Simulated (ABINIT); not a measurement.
Records of electronic-structure calculations.

**SiO2 (Quartz): G0W0 with ABINIT, start to end**

The structure is trigonal, space group P3_121 (No. 152). The conventional cell has a = 4.916 Å, b = 4.916 Å, c = 5.409 Å, α = 90.00°, β = 90.00°, γ = 120.00°. Nearest to Si lie 4 O at 1.61 Å. Nearest to O lie 2 Si at 1.61 Å. Farther neighbours, and contacts between anions beyond the nearest, are not listed.

```
Si O
1.0
     4.91580    0.00000    0.00000
    -2.45790    4.25721    0.00000
     0.00000    0.00000    5.40910
Si O
3 6
Direct
  0.53030 0.00000 0.33333
  0.00000 0.53030 0.66667
  0.46970 0.46970 0.00000
  0.14620 0.41420 0.88100
  0.58580 0.73200 0.21433
  0.26800 0.85380 0.54767
  0.41420 0.14620 0.11900
  0.73200 0.58580 0.78567
  0.85380 0.26800 0.45233
```

* method: RPA screening on LDA, plane waves, norm-conserving pseudopotentials (and 2 further levels or steps)
* program: ABINIT 10.8.3
* settings: cutoff 36 Ha, PseudoDojo scalar-relativistic 0.4.1 standard, norm-conserving, potential set dojo-sr-lda-0.4.1-standard, ngkpt (3, 3, 2), nband 179, ecuteps 3.9 Ha, inclvkb 2, shiftk (0, 0, 0), symchi 1, awtr 1, frequency ppm, 3×3×2 k-mesh
* cost: 5 runs, 6.6 min in all on 4 MPI ranks of Arm Neoverse V1, shared host
* notes: The program’s warnings: nkpt*nsppol () is not a multiple of nproc spkpt (). The cell and positions come from the Crystallography Open Database and are kept as given unless a step says otherwise. The 3×3×2 mesh is coarse for this cell, which bears on the long-range parts of exchange and screening.
* LDA gap: 5.80 eV, indirect
* G0W0 gap on the mesh: 8.73 eV
* GW settings: 3×3×2 mesh, 179 bands, screening to 106.1 eV, Godby-Needs plasmon pole
* known limits: short of the basis limit; coarse k mesh

G0W0 moves the gap on the mesh from 5.80 eV to 8.73 eV (+2.93 eV), with Z of 0.82 and 0.87 at the edges. Local fields lower the RPA ε∞ on this mesh from 2.60 to 2.40; a Γ-centred mesh this coarse tends to raise both, most where the direct gap is narrow, while a short band sum lowers them.

[Long decimals in the printed logs are rounded to 6 places.]

[Logs are printed without paths, hosts, clocks, repeated set-up lines and the standing remarks that a program may print on its own settings, such as how far it seeks lower states.]

[Paths, hosts, dates, memory and timing lines, banners, echoed tables and standing remarks are left out of the program output; an Ansatz launch command may be rebuilt from the run's recorded settings. Measured values are a selection of at most five: reports struck by readers or far from the other reports are left out. None is set beside runs whose start may be inverted or whose files or cutoffs have a known fault.]

[Runs of the session that timed out or met a known fault of the program may be left out.]

[Hosts, paths, dates, database ids (printed as entryN), source tags and the programs' standing remarks are cut or masked in the printed files.]

[G0W0 gaps are taken among the corrected bands and points alone; a level outside them can change the order at an edge.]

[Where Ansatz stands beside ABINIT at settings called matched, ABINIT's density can come from a denser mesh and the files from another edition; pairs whose starting gaps differed by over 0.03 eV were left out, so agreement reads better than it is.]
